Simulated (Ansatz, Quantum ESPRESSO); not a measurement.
**AgSb (Pm-3m): from the cell to the phonon bands**

How does AgSb (Pm-3m) vibrate, and is this structure a minimum?

Main program and level: Quantum ESPRESSO 7.5; DFT LDA, scalar-relativistic, plane waves, JTH PAW pseudopotentials.

Most raw output is cut from this account.

The structure was built from a prototype and need not be the compound's stable phase.

### 1. Set-up

Symmetry: Pm-3m, No. 221, cubic system. The conventional cell has a = 3.504 Å, b = 3.504 Å, c = 3.504 Å, α = 90.00°, β = 90.00°, γ = 90.00°. Ag has 8 Sb at 3.03 Å nearest. Nearest to Sb lie 8 Ag at 3.03 Å. Farther neighbours are not listed.

### 2. A first look

A cheap run with smearing and empty bands tells whether the crystal has a gap, which decides between fixed occupations and smearing later on.

Contents of probe.in:

```
&CONTROL
  calculation = 'scf'
  prefix      = 'x'
  outdir      = './tmp'
  pseudo_dir  = './pseudo'
  tprnfor     = .true.
  tstress     = .true.
  verbosity   = 'high'
/
&SYSTEM
  ibrav       = 1
  celldm(1)   = 6.62225861
  nat         = 2
  ntyp        = 2
  ecutwfc     = 40.0
  ecutrho     = 200.0
  occupations = 'smearing'
  smearing    = 'gaussian'
  degauss     = 0.01
/
&ELECTRONS
  conv_thr         = 1.0d-07
  mixing_beta      = 0.7
  electron_maxstep = 100
/
ATOMIC_SPECIES
 Ag    107.8682  Ag.upf
 Sb    121.7600  Sb.upf
ATOMIC_POSITIONS crystal
 Ag     0.000000000   0.000000000   0.000000000
 Sb     0.500000000   0.500000000   0.500000000
K_POINTS automatic
 6 6 6 0 0 0
```

Command:

```bash
OMP_NUM_THREADS=1 mpirun -n 4 pw.x -nk 4 -in probe.in > probe.out
```

Run time: 3.2 s. Hardware: 4 MPI ranks of Arm Neoverse V1, shared host.

Numbers from this step:

```
volume per atom   : 21.52 Å³
pressure          : -1.895 GPa
gap on the k-mesh : 0 eV
```

No gap opens on this mesh, so smearing is kept; the start stands at -1.9 GPa.

### 3. Relaxation

The relaxation runs at a cutoff a fifth above that of the response, since stress converges more slowly with the basis than frequencies do. Forces and stress are brought to rest with tight thresholds.

Contents of relax.in:

```
&CONTROL
  calculation   = 'vc-relax'
  prefix        = 'x'
  outdir        = './tmp'
  pseudo_dir    = './pseudo'
  tprnfor       = .true.
  tstress       = .true.
  forc_conv_thr = 2.0d-05
  etot_conv_thr = 1.0d-07
  nstep         = 40
/
&SYSTEM
  ibrav       = 1
  celldm(1)   = 6.62225861
  nat         = 2
  ntyp        = 2
  ecutwfc     = 48
  ecutrho     = 240.0
  occupations = 'smearing'
  smearing    = 'mv'
  degauss     = 0.02
/
&ELECTRONS
  conv_thr         = 1.0d-11
  mixing_beta      = 0.7
  electron_maxstep = 100
/
&IONS
/
&CELL
  press_conv_thr = 0.2
/
ATOMIC_SPECIES
 Ag    107.8682  Ag.upf
 Sb    121.7600  Sb.upf
ATOMIC_POSITIONS crystal
 Ag     0.000000000   0.000000000   0.000000000
 Sb     0.500000000   0.500000000   0.500000000
K_POINTS automatic
 10 10 10 0 0 0
```

Command:

```bash
OMP_NUM_THREADS=1 mpirun -n 4 pw.x -nk 4 -in relax.in > relax.out
```

The job ended after 50 s (4 MPI ranks).

Relaxation path:

| step | energy less that of the first step (eV) | largest force (eV/Å) | pressure (GPa) | volume (Å³) |
| --- | --- | --- | --- | --- |
| 1 | 0.0000 | 0.0000 | -1.99 | 43.03 |
| 2 | -0.0043 | 0.0000 | -1.15 | 42.60 |
| 3 | -0.0063 | 0.0000 | 0.06 | 42.02 |
| 4 | -0.0063 | 0.0000 | 0.00 | 42.04 |
| 5 | -0.0063 | 0.0000 | 0.00 | 42.04 |
| 6 | -0.0055 | 0.0000 | 0.01 | 42.04 |

| conventional cell, symmetrised | before | after | change |
| --- | --- | --- | --- |
| a (Å) | 3.504 | 3.477 | -0.8 % |
| b (Å) | 3.504 | 3.477 | -0.8 % |
| c (Å) | 3.504 | 3.477 | -0.8 % |
| volume (Å³/atom) | 21.52 | 21.02 | -2.3 % |

Final coordinates:

```cif
data_structure
_symmetry_space_group_name_H-M 'P 1'
_symmetry_Int_Tables_number 1
_cell_length_a 3.4772
_cell_length_b 3.4772
_cell_length_c 3.4772
_cell_angle_alpha 90.000
_cell_angle_beta 90.000
_cell_angle_gamma 90.000
_cell_volume 42.04
loop_
_atom_site_label
_atom_site_type_symbol
_atom_site_fract_x
_atom_site_fract_y
_atom_site_fract_z
_atom_site_occupancy
Ag1 Ag 0.00000 0.00000 0.00000 1
Sb2 Sb 0.50000 0.50000 0.50000 1
```

The last row of the table of steps is pw.x's closing run on a basis chosen anew for the final cell, so its energy can jump.

Numbers from this step:

```yaml
volume_per_atom: 21.02 Å³
pressure: 0.01 GPa
```

The volume changes by -2.3 % from the cell with which this run began.

### 4. Ground state

Perturbation theory inherits every error of the wavefunctions, so the threshold is set near the limit of the arithmetic. Smearing stays on, as the first look found no gap above 0.3 eV.

Contents of scf.in:

```
&CONTROL
  calculation = 'scf'
  prefix      = 'x'
  outdir      = './tmp'
  pseudo_dir  = './pseudo'
  tprnfor     = .true.
  tstress     = .true.
/
&SYSTEM
  ibrav       = 1
  celldm(1)   = 6.57101527
  nat         = 2
  ntyp        = 2
  ecutwfc     = 40.0
  ecutrho     = 200.0
  occupations = 'smearing'
  smearing    = 'mv'
  degauss     = 0.02
/
&ELECTRONS
  conv_thr         = 1.0d-12
  mixing_beta      = 0.7
  electron_maxstep = 100
/
ATOMIC_SPECIES
 Ag    107.8682  Ag.upf
 Sb    121.7600  Sb.upf
ATOMIC_POSITIONS crystal
 Ag     0.000000000   0.000000000   0.000000000
 Sb     0.500000000   0.500000000   0.500000000
K_POINTS automatic
 10 10 10 0 0 0
```

Command:

```bash
OMP_NUM_THREADS=1 mpirun -n 4 pw.x -nk 4 -in scf.in > scf.out
```

Wall time 7.8 s (4 MPI ranks).

This step gave:

- pressure: 0.008 GPa

The cell stands at 0.008 GPa, close enough for phonons.

### 5. Linear response on the mesh

Linear response treats each wavevector in the unit cell, with no supercell; the 2×2×2 mesh fixes the range of the force constants to be had.

Contents of ph.in:

```
phonons
&INPUTPH
  prefix       = 'x'
  outdir       = './tmp'
  fildyn       = 'x.dyn'
  tr2_ph       = 1.0d-18
  alpha_mix(1) = 0.4
  nmix_ph      = 8
  ldisp        = .true.
  nq1          = 2
  nq2          = 2
  nq3          = 2
/
```

Command:

```bash
OMP_NUM_THREADS=1 mpirun -n 4 ph.x -nk 4 -in ph.in > ph.out
```

Elapsed: 9.9 min, on 4 MPI ranks; 39 min of CPU time.

Numbers from this step:

```
largest acoustic frequency at the zone centre before the sum rule  : 2.46 cm⁻¹
highest optical zone-centre mode (no LO-TO term)                   : 77.61 cm⁻¹
lowest optical zone-centre mode                                    : 77.61 cm⁻¹
lowest mode on the q mesh (acoustic ones at the zone centre apart) : -46.12 cm⁻¹
```

Frequencies (cm⁻¹) at each irreducible wavevector; negative means imaginary. Frequencies by wavevector:

| q (fractions) | star | mode 1 | mode 2 | mode 3 | mode 4 | mode 5 | mode 6 |
| --- | --- | --- | --- | --- | --- | --- | --- |
| 0 0 0 | 1 | 2.46 | 2.46 | 2.46 | 77.61 | 77.61 | 77.61 |
| 0 0 -0.5 | 3 | 35.87 | 35.87 | 72.89 | 72.89 | 73.97 | 107.3 |
| 0 -0.5 -0.5 | 3 | -46.12 | -46.12 | 42.27 | 63.27 | 102.2 | 102.2 |
| -0.5 -0.5 -0.5 | 1 | 57.27 | 57.27 | 57.27 | 75.54 | 75.54 | 75.54 |

The acoustic modes at Γ come out as far as 2.5 cm⁻¹ from zero, where they should vanish, a small numerical error.

### 6. Force constants in real space

The dynamical matrices of the mesh are Fourier-transformed to force constants in real space.

Contents of q2r.in:

```
&INPUT
  fildyn = 'x.dyn'
  zasr   = 'crystal'
  flfrc  = 'x.fc'
/
```

Command:

```bash
q2r.x < q2r.in > q2r.out
```

Wall time 0.45 s (1 thread).

### 7. Dispersion

From the force constants any wavevector is cheap; points of the mesh come back as solved, but for the sum rule and, in polar crystals, the LO-TO term at Γ; the rest is interpolation.

Contents of matdyn.in:

```
&INPUT
  asr              = 'crystal'
  flfrc            = 'x.fc'
  flfrq            = 'x.freq'
  flvec            = 'x.modes'
  q_in_band_form   = .true.
  q_in_cryst_coord = .true.
/
8
  0.0000000   0.0000000   0.0000000  12  ! GAMMA
  0.0000000   0.5000000   0.0000000  12  ! X
  0.5000000   0.5000000   0.0000000  12  ! M
  0.0000000   0.0000000   0.0000000  12  ! GAMMA
  0.5000000   0.5000000   0.5000000  12  ! R
  0.0000000   0.5000000   0.0000000   1  ! X
  0.5000000   0.5000000   0.5000000  12  ! R
  0.5000000   0.5000000   0.0000000   1  ! M
```

Command:

```bash
matdyn.x -in matdyn.in > matdyn.out
```

Run time: 0.46 s. Hardware: 1 thread.

This step gave:

```
lowest frequency on the path : -46.12 cm⁻¹
```

Matdyn.x, sum rule crystal. The phonon branches at the labelled points (cm⁻¹):

| point | branch 1 | branch 2 | branch 3 | branch 4 | branch 5 | branch 6 |
| --- | --- | --- | --- | --- | --- | --- |
| Γ | 0 | 0 | 0 | 78 | 78 | 78 |
| halfway | 28 | 28 | 56 | 74 | 74 | 91 |
| X | 36 | 36 | 73 | 73 | 74 | 107 |
| halfway | -27 | 39 | 51 | 60 | 91 | 105 |
| M | -46 | -46 | 42 | 63 | 102 | 102 |
| halfway | 10 | 38 | 56 | 69 | 80 | 97 |
| Γ | 0 | 0 | 0 | 78 | 78 | 78 |
| halfway | 29 | 31 | 31 | 87 | 87 | 87 |
| R | 57 | 57 | 57 | 76 | 76 | 76 |
| halfway | -23 | 23 | 58 | 64 | 92 | 98 |
| X | 36 | 36 | 73 | 73 | 74 | 107 |
| jump to R | 57 | 57 | 57 | 76 | 76 | 76 |
| halfway | -11 | -11 | 60 | 61 | 94 | 94 |
| M | -46 | -46 | 42 | 63 | 102 | 102 |

Lowest modes at the softest wavevector of the mesh; phase exp(i q.(R + tau)). The modes at q = (0.000, 0.500, 0.500) (shares of kinetic energy by element, %) (negative means imaginary):

| mode | frequency (cm⁻¹) | Ag % | Sb % |
| --- | --- | --- | --- |
| 1 | -46.1 | 54 | 46 |
| 2 | -46.1 | 54 | 46 |
| 3 | 42.3 | 100 | 0 |
| 4 | 63.3 | 0 | 100 |
| 5 | 102.2 | 46 | 54 |
| 6 | 102.2 | 46 | 54 |

Displacements in mode 1 (-46.1 cm⁻¹), the largest set to 1, in the home cell:
```
Ag1 0.00 1.00 0.00
Sb2 0.00 0.00 0.87
```

Displacements in mode 3 (42.3 cm⁻¹), the largest set to 1, in the home cell:
```
Ag1 1.00 0.00 0.00
Sb2 0.00 0.00 0.00
```

Force constants by pair (phonopy on the run's constants); pairs near half the supercell's span include their periodic images. Pair force constants, by row:

| atom | neighbour | distance (Å) | third of the trace (eV/Å²) | along the pair's line (eV/Å²) |
| --- | --- | --- | --- | --- |
| Ag1 | itself | 0 | 1.694 | – |
| Ag1 | Sb | 3.011 | -0.1583 | -0.8191 |
| Ag1 | Ag | 3.477 | -0.01 | -0.1461 |
| Ag1 | Ag | 4.918 | 0.0238 | 0.0814 |
| Ag1 | Ag | 6.023 | -0.4684 | -0.4684 |
| Sb2 | itself | 0 | 1.873 | – |
| Sb2 | Ag | 3.011 | -0.1583 | -0.8191 |
| Sb2 | Sb | 3.477 | -0.0102 | -0.8204 |
| Sb2 | Sb | 4.918 | -0.1685 | -0.5262 |
| Sb2 | Sb | 6.023 | -0.0702 | -0.0702 |

Mode patterns, pair constants, displacements and means over the zone were worked out by phonopy from the force constants of q2r.x.

The path dips to 46i cm⁻¹.

### 8. Sums over the zone

Sums over the zone need many more wavevectors than were solved, so the interpolation is sampled on a dense mesh.

Contents of matdyn.in:

```
&INPUT
  asr    = 'crystal'
  flfrc  = 'x.fc'
  dos    = .true.
  fldos  = 'x.dos'
  nk1    = 13
  nk2    = 13
  nk3    = 13
  deltaE = 0.3
/
```

Command:

```bash
matdyn.x -in matdyn.in > matdyn.out
```

The job ended after 3.3 s (1 thread).

Read from the output:

- share of modes beyond 3i cm⁻¹ on the dense interpolated mesh: 0.1054

The phonon density of states has structure finer than the step of the table below, so its rows give means over 5 cm⁻¹, whole bins alone (the curve runs from -45.1 to 107 cm⁻¹). Peaks (cm⁻¹: height): total -22.6: 0.0258, 19.7: 0.0518, 49.4: 0.0780, 61.1: 0.0836, 71.0: 0.0965, 92.6: 0.103; Ag 19.7: 0.0240, 49.4: 0.0418, 71.0: 0.0711, 91.7: 0.0536; Sb 19.7: 0.0278, 37.7: 0.0303, 49.4: 0.0361, 57.5: 0.0362, 61.1: 0.0516, 71.0: 0.0254, 101.6: 0.0576.

Tetrahedra. Table of phonon density of states by wavenumber; means over each step; values in 1/cm⁻¹/cell:

| wavenumber (cm⁻¹) | total | Ag | Sb |
| --- | --- | --- | --- |
| -40 | 0.00938 | 0.00490 | 0.00448 |
| -35 | 0.0143 | 0.00733 | 0.00701 |
| -30 | 0.0166 | 0.00824 | 0.00838 |
| -25 | 0.0211 | 0.00995 | 0.0112 |
| -20 | 0.0209 | 0.00966 | 0.0113 |
| -15 | 0.0162 | 0.00751 | 0.00869 |
| -10 | 0.0137 | 0.00641 | 0.00730 |
| -5 | 0.0128 | 0.00597 | 0.00680 |
| 0 | 0.0128 | 0.00595 | 0.00680 |
| 5 | 0.0134 | 0.00624 | 0.00714 |
| 10 | 0.0157 | 0.00733 | 0.00842 |
| 15 | 0.0244 | 0.0113 | 0.0131 |
| 20 | 0.0464 | 0.0213 | 0.0251 |
| 25 | 0.0357 | 0.0154 | 0.0203 |
| 30 | 0.0366 | 0.0145 | 0.0220 |
| 35 | 0.0392 | 0.0139 | 0.0254 |
| 40 | 0.0415 | 0.0130 | 0.0286 |
| 45 | 0.0401 | 0.0171 | 0.0229 |
| 50 | 0.0680 | 0.0353 | 0.0327 |
| 55 | 0.0535 | 0.0252 | 0.0283 |
| 60 | 0.0605 | 0.0266 | 0.0339 |
| 65 | 0.0586 | 0.0421 | 0.0165 |
| 70 | 0.0855 | 0.0631 | 0.0225 |
| 75 | 0.0652 | 0.0436 | 0.0216 |
| 80 | 0.0411 | 0.0247 | 0.0165 |
| 85 | 0.0430 | 0.0245 | 0.0185 |
| 90 | 0.0798 | 0.0423 | 0.0376 |
| 95 | 0.0891 | 0.0419 | 0.0471 |
| 100 | 0.0851 | 0.0340 | 0.0511 |

### 9. Modes with the sum rule

A rigid shift of the crystal must cost nothing, but grids and finite bases break this; the acoustic sum rule is imposed before the matrix is diagonalised again.

Contents of dynmat.in:

```
&INPUT
  fildyn = 'x.dyn1'
  asr    = 'simple'
  fileig = 'dynmat.eig'
/
```

Command:

```bash
dynmat.x -in dynmat.in > dynmat.out
```

Wall time 0.45 s (1 thread).

Numbers from this step:

```
highest optical zone-centre mode (no LO-TO term) : 77.57 cm⁻¹
lowest optical zone-centre mode                  : 77.57 cm⁻¹
```

Unit eigenvectors of the mass-weighted matrix after the sum rule; no LO-TO term. Modes at Γ, with each element's share of the kinetic energy:

| mode | frequency (cm⁻¹) | symmetry | Ag % | Sb % |
| --- | --- | --- | --- | --- |
| 1 | 0.0 | acoustic | 47 | 53 |
| 2 | 0.0 | acoustic | 47 | 53 |
| 3 | 0.0 | acoustic | 47 | 53 |
| 4 | 77.6 | T1u | 53 | 47 |
| 5 | 77.6 | T1u | 53 | 47 |
| 6 | 77.6 | T1u | 53 | 47 |

Displacements in mode 5 (77.6 cm⁻¹), the largest set to 1:
```
Ag1  0.00  1.00  0.00
Sb2  0.00 -0.89  0.00
```

The rule moves no optical mode by more than 0.1 cm⁻¹.

### 10. Sum rules set otherwise: a sum rule for molecules or wires on a crystal

This rule also removes rotations, which suits wires and not a crystal; it is tried to see the harm.

Contents of dynmat.in:

```
&INPUT
  fildyn = 'x.dyn1'
  asr    = 'one-dim'
  fileig = 'dynmat.eig'
/
```

Command:

```bash
dynmat.x -in dynmat.in > dynmat.out
```

Wall time 0.45 s (1 thread).

The program raised no error, yet the settings are not those of a careful run.

The fault: a sum rule for molecules or wires on a crystal; 1 optical mode is projected out to zero frequency, as if it were a rotation.

For a crystal the rule has to be 'simple' or 'crystal'.

Zone-centre frequencies as printed; negative means imaginary. Modes:

| mode | frequency (cm⁻¹) |
| --- | --- |
| 1 | 0 |
| 2 | 0 |
| 3 | 0 |
| 4 | 0 |
| 5 | 77.61 |
| 6 | 77.61 |

### 11. Sum rules set otherwise (asr no)

Without the rule the raw error of the acoustic modes shows.

Contents of dynmat.in:

```
&INPUT
  fildyn = 'x.dyn1'
  asr    = 'no'
  fileig = 'dynmat.eig'
/
```

Command:

```bash
dynmat.x -in dynmat.in > dynmat.out
```

Wall time 0.45 s (1 thread).

Read from the output:

| Property | Result |
| --- | --- |
| highest optical zone-centre mode (no LO-TO term) | 77.61 cm⁻¹ |
| lowest optical zone-centre mode | 77.61 cm⁻¹ |

Zone-centre frequencies as printed; negative means imaginary. Modes:

| mode | frequency (cm⁻¹) |
| --- | --- |
| 1 | 2.46 |
| 2 | 2.46 |
| 3 | 2.46 |
| 4 | 77.61 |
| 5 | 77.61 |
| 6 | 77.61 |

Against the first rule no mode moves by more than 2.5 cm⁻¹.

### 12. The dispersion under another sum rule (asr all)

The sum rule corrects the force constants themselves, so it can shift branches at any wavevector, low ones most.

Contents of matdyn.in:

```
&INPUT
  asr              = 'all'
  flfrc            = 'x.fc'
  flfrq            = 'x.freq'
  flvec            = 'x.modes'
  q_in_band_form   = .true.
  q_in_cryst_coord = .true.
/
8
  0.0000000   0.0000000   0.0000000   8  ! GAMMA
  0.0000000   0.5000000   0.0000000   8  ! X
  0.5000000   0.5000000   0.0000000   8  ! M
  0.0000000   0.0000000   0.0000000   8  ! GAMMA
  0.5000000   0.5000000   0.5000000   8  ! R
  0.0000000   0.5000000   0.0000000   1  ! X
  0.5000000   0.5000000   0.5000000   8  ! R
  0.5000000   0.5000000   0.0000000   1  ! M
```

Command:

```bash
matdyn.x -in matdyn.in > matdyn.out
```

It took 0.46 s on 1 thread.

At the labelled points the branches move by no more than 0.1 cm⁻¹.

### 13. Cross-check with Ansatz

The same cell goes through another code, with its own cutoff. The potentials differ. Its k mesh is centred on Γ.

This step: DFT LDA, scalar-relativistic, plane waves, PseudoDojo norm-conserving pseudopotentials (Ansatz 0.2.0).

Contents of input.yaml:

```yaml
crystal:
  lattice:
    - [3.4772315325, 0.0, 0.0]
    - [0.0, 3.4772315325, 0.0]
    - [0.0, 0.0, 3.4772315325]
  atoms:
    - { symbol: Ag, position: [0.0, 0.0, 0.0] }
    - { symbol: Sb, position: [0.5, 0.5, 0.5] }
kpoints:
  mp_grid: { grid: [10, 10, 10] }
hamiltonian:
  xc: lda
  pseudopotentials: { kind: nc, accuracy: standard }
scf:
  occupations: { method: cold, width: 0.27211 }
output:
  eigenvalues: true
phonons:
  method: dfpt
  qmesh: [2, 2, 2]
  temperatures: { t_max: 1000, t_step: 50 }
  qpath:
    path:
      - [[0.0, 0.0, 0.0], [0.0, 0.5, 0.0], [0.5, 0.5, 0.0], [0.0, 0.0, 0.0], [0.5, 0.5, 0.5], [0.0, 0.5, 0.0]]
      - [[0.5, 0.5, 0.5], [0.5, 0.5, 0.0]]
    npoints: 12
```

Command:

```bash
ansatz run input.yaml --threads 4 --pin off --max-ram 8192MiB --backend cpu --events-out ev --progress --plain --runs-dir out
```

It took 2.1 min on 4 threads; peak memory 1.9 GiB; 8.1 min of CPU time.

Read from the output:

* sum-rule residual before enforcement: 3.25e-4 eV/Å²
* lowest frequency on the path: -45.94 cm⁻¹
* share of modes beyond 3i cm⁻¹ on the dense interpolated mesh: 0.1107
* highest optical zone-centre mode (no LO-TO term): 79.22 cm⁻¹
* lowest optical zone-centre mode: 79.22 cm⁻¹
* lowest mode on the q mesh (acoustic ones at the zone centre apart): -45.94 cm⁻¹

### 14. Side by side: QE JTH and Ansatz, PseudoDojo

Worked out from the results:

```yaml
root_mean_square_difference: 1.14 cm⁻¹
largest_difference: 1.68 cm⁻¹
root_mean_square_difference_on_the_path: 1.1 cm⁻¹
largest_difference_on_the_path: 2.1 cm⁻¹
```

The 12 of 21 modes that differ most. Frequencies side by side:

| q (reciprocal lattice) | mode | QE JTH (cm⁻¹) | Ansatz, PseudoDojo (cm⁻¹) |
| --- | --- | --- | --- |
| 0 0 0 | 4 | 77.61 | 79.22 |
| 0 0 0 | 5 | 77.61 | 79.22 |
| 0 0 0 | 6 | 77.61 | 79.22 |
| 0 0 -0.5 | 1 | 35.87 | 37.11 |
| 0 0 -0.5 | 2 | 35.87 | 37.11 |
| 0 0 -0.5 | 6 | 107.3 | 108.2 |
| 0 -0.5 -0.5 | 3 | 42.27 | 43.61 |
| 0 -0.5 -0.5 | 5 | 102.2 | 103.9 |
| 0 -0.5 -0.5 | 6 | 102.2 | 103.9 |
| -0.5 -0.5 -0.5 | 1 | 57.27 | 58.51 |
| -0.5 -0.5 -0.5 | 2 | 57.27 | 58.51 |
| -0.5 -0.5 -0.5 | 3 | 57.27 | 58.51 |

At the solved wavevectors the largest difference (acoustic modes at Γ apart) is 2 % of the highest mode.

### 15. Summary of results

```
space group after relaxation                                       : Pm-3m
volume per atom                                                    : 21.0 Å³
highest optical zone-centre mode (no LO-TO term)                   : 77.6 cm⁻¹
q mesh                                                             : 2×2×2
lowest mode on the q mesh (acoustic ones at the zone centre apart) : -46.1 cm⁻¹
imaginary modes on the q mesh                                      : yes
largest difference from Ansatz, PseudoDojo                         : 1.68 cm⁻¹
```

**Reading.** AgSb (Pm-3m) is unstable: a mode solved on the 2×2×2 mesh is imaginary, 46i cm⁻¹; its spectrum reaches 107 cm⁻¹. At the LDA level the optical modes of AgSb (Pm-3m) at the zone centre lie at 78 cm⁻¹. The most unstable solved mode lies at q = (0, -0.5, -0.5), on the zone boundary, so the distortion that it points to doubles the cell. QE JTH and Ansatz, PseudoDojo differ by 1.1 cm⁻¹ in the root mean square and by 1.7 cm⁻¹ at most, 1.6 % of the highest mode compared (acoustic modes at Γ left out; ph.x's values are those before the sum rule); the two use different potentials, and the cell was not relaxed for the second set. These are harmonic frequencies at zero temperature: anharmonic shifts and linewidths and thermal expansion are left out. Spin-orbit coupling is left out, which can matter for the heavy elements here. In a metal the frequencies hang on the k mesh and the smearing, most of all near Kohn anomalies. The q mesh stands for a supercell only 7.0 Å across, so branches between the solved wavevectors are rough. The structure is a hypothetical one, built on a prototype.

[Host names and launcher messages were left out of these logs when they were recorded.]

[Logs are printed without paths, hosts, clocks, repeated set-up lines and the standing remarks that a program may print on its own settings, such as how far it seeks lower states.]

[Hosts, paths, dates, database ids (printed as entryN), source tags and the programs' standing remarks are cut or masked in the printed files.]
